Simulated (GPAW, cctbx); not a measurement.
# ScSiPb: what bonding does to one electron reflection, worked out

ScSiPb, P4/nmm (no. 129, origin choice 1), a = 4.1923 Å, b = 4.1923 Å, c = 8.0403 Å, α = 90.00°, β = 90.00°, γ = 90.00°.

| atom | mult. | x | y | z |
| --- | --- | --- | --- | --- |
| Pb1 | 2 | 1/2 | 1/2 | 0 |
| Sc1 | 2 | 0 | 1/2 | 0.3431 |
| Si1 | 2 | 0 | 1/2 | 0.6757 |

The start was made by putting kin elements into a known structure type; the compound need not exist, or be stable, in this form.

A DFT run (GPAW, PBE, 450 eV, 6×6×3 k-points (along the axes of the calculation cell), Fermi–Dirac width 0.1 eV) gives the static X-ray structure factor of 001 as 126.201 e for the conventional cell; superposed free atoms give 126.423 e. **Problem.** Find the Fourier component V of the crystal potential and the two-beam extinction distance at 120 kV in both cases.

## 1. Geometry

The cell volume is Ω = 141.31 Å³ and d(001) = 8.0403 Å, so g = 1/d = 0.1244 Å⁻¹.

## 2. The nuclei

Electrons feel nuclei as well as electrons, so the nuclear charges are summed with the same phases.

Phase sums Σ exp(2πi h·x), turned so that the total is real and positive: Pb +2.000, Sc -1.104, Si -0.900. Then F_Z = 82 × (+2.000) + 21 × (-1.104) + 14 × (-0.900) = 128.20 e. The electron term has the same sign for this reflection.

## 3. Mott–Bethe

Poisson's equation, term by term, gives V = (e/4πε₀)(F_Z − F)/(πΩg²), with e/4πε₀ = 14.3996 V Å.

The prefactor is 14.3996 × 8.0403²/(π × 141.31) = 2.09680 V per electron. Free atoms: (128.20 − 126.423) × 2.09680 = 3.731 V. Crystal: (128.20 − 126.201) × 2.09680 = 4.196 V. F changes by -0.18 % and V by +12.5 %: the same 0.22 e is measured against F_Z − F = 1.8 e in place of F = 126.4 e.

## 4. Extinction distance

In the two-beam case ξ = 1/(λU) with U = 2γm₀eV/h², that is ξ = 150.41 V Å²/(γλV).

At 120 kV, λ = 0.03349 Å and γ = 1.2348. Free atoms: ξ = 975 Å. Crystal: ξ = 867 Å. The thickness fringes go as sin²(πt/ξ), so the two patterns slip by a quarter of a period when t|1/ξ₁ − 1/ξ₀| = 1/4, at t ≈ 195 nm. Thermal motion, absorption and many-beam coupling, left out here, change a real pattern.

## 5. Answer

V(001) is 4.20 V against 3.73 V, and ξ is 867 against 975 Å. Limits: static atoms, two beams.
